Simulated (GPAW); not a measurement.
The F K edge of atom 3 in NaMgF3 (Pm-3m), with 2 Mg at 1.98 Å (linear, site symmetry 4/mmm), was computed in 2 ways: full core hole (charged cell) and no core hole. Program and functional: GPAW, LDA, Gaussian full width 0.9 eV up to 4 eV, rising linearly to 3.5 eV at 25 eV; cells of 5 and 10 atoms (the run without a hole in the smaller).

Each run is counted from its own lowest empty level or Fermi level and scaled to a mean of 1 over its first 20 eV.

```csv
E (eV),run 1,run 2
-2.0,0.00,0.00
-1.5,0.00,0.00
-1.0,0.00,0.00
-0.5,0.00,0.00
0.0,0.01,0.01
0.5,0.05,0.03
1.0,0.10,0.09
1.5,0.19,0.16
2.0,0.36,0.24
2.5,0.41,0.37
3.0,0.65,0.73
3.5,0.81,1.08
4.0,0.82,1.48
4.5,0.75,1.65
5.0,0.92,1.71
5.5,1.10,1.66
6.0,1.12,1.64
6.5,1.12,1.80
7.0,1.38,2.14
7.5,1.74,2.36
8.0,1.91,2.31
8.5,1.98,1.96
9.0,2.01,1.54
9.5,2.06,1.38
10.0,2.25,1.36
10.5,2.40,1.23
11.0,2.17,0.97
11.5,1.59,0.69
12.0,1.02,0.48
12.5,0.69,0.36
13.0,0.53,0.31
13.5,0.43,0.29
14.0,0.38,0.30
14.5,0.37,0.35
15.0,0.42,0.44
15.5,0.52,0.57
16.0,0.64,0.72
16.5,0.76,0.86
17.0,0.86,0.97
17.5,0.94,1.05
18.0,0.99,1.08
18.5,1.02,1.08
19.0,1.01,1.03
19.5,0.96,0.96
20.0,0.88,0.87
20.5,0.80,0.80
21.0,0.73,0.74
21.5,0.67,0.72
22.0,0.65,0.71
22.5,0.65,0.73
23.0,0.66,0.76
23.5,0.69,0.80
24.0,0.72,0.83
24.5,0.75,0.86
25.0,0.76,0.87
25.5,0.76,0.88
26.0,0.75,0.87
26.5,0.75,0.87
27.0,0.74,0.88
27.5,0.73,0.91
28.0,0.73,0.95
28.5,0.74,1.02
29.0,0.75,1.10
29.5,0.78,1.19
30.0,0.83,1.28
30.5,0.89,1.35
31.0,0.96,1.41
31.5,1.04,1.44
32.0,1.13,1.44
```

Which run is which?

Run 1: no core hole (area from −2 to 6 eV 3.4, main maxima 3.8 eV (0.84), 10.5 eV (2.40) and 18.6 eV (1.03)). Run 2: full core hole (charged cell) (area from −2 to 6 eV 5.0, main maxima 5.0 eV (1.71), 7.7 eV (2.38) and 18.2 eV (1.09)). With each curve scaled to its own mean, the area from −2 to 6 eV with the hole is 5.0 against 3.4, and the centre of weight from −1 to 20 eV moves by -0.7 eV: the hole pulls the absorber's empty states down.

[Banner, clock and machine lines of the logs are left out without a mark of their own.]

[Logs are printed without paths, hosts, clocks, repeated set-up lines and the standing remarks that a program may print on its own settings, such as how far it seeks lower states.]

[Hosts, paths, dates, database ids (printed as entryN), source tags and the programs' standing remarks are cut or masked in the printed files.]

[Lists of maxima count a maximum above −3 eV only where it reaches 4 % of the highest in the window and stands out from its surroundings by 2 % of it (1.5 % where it reaches 55 %); shoulders and weaker maxima are passed over, and of the rest the first, up to two pre-edge ones and the few strongest are named.]
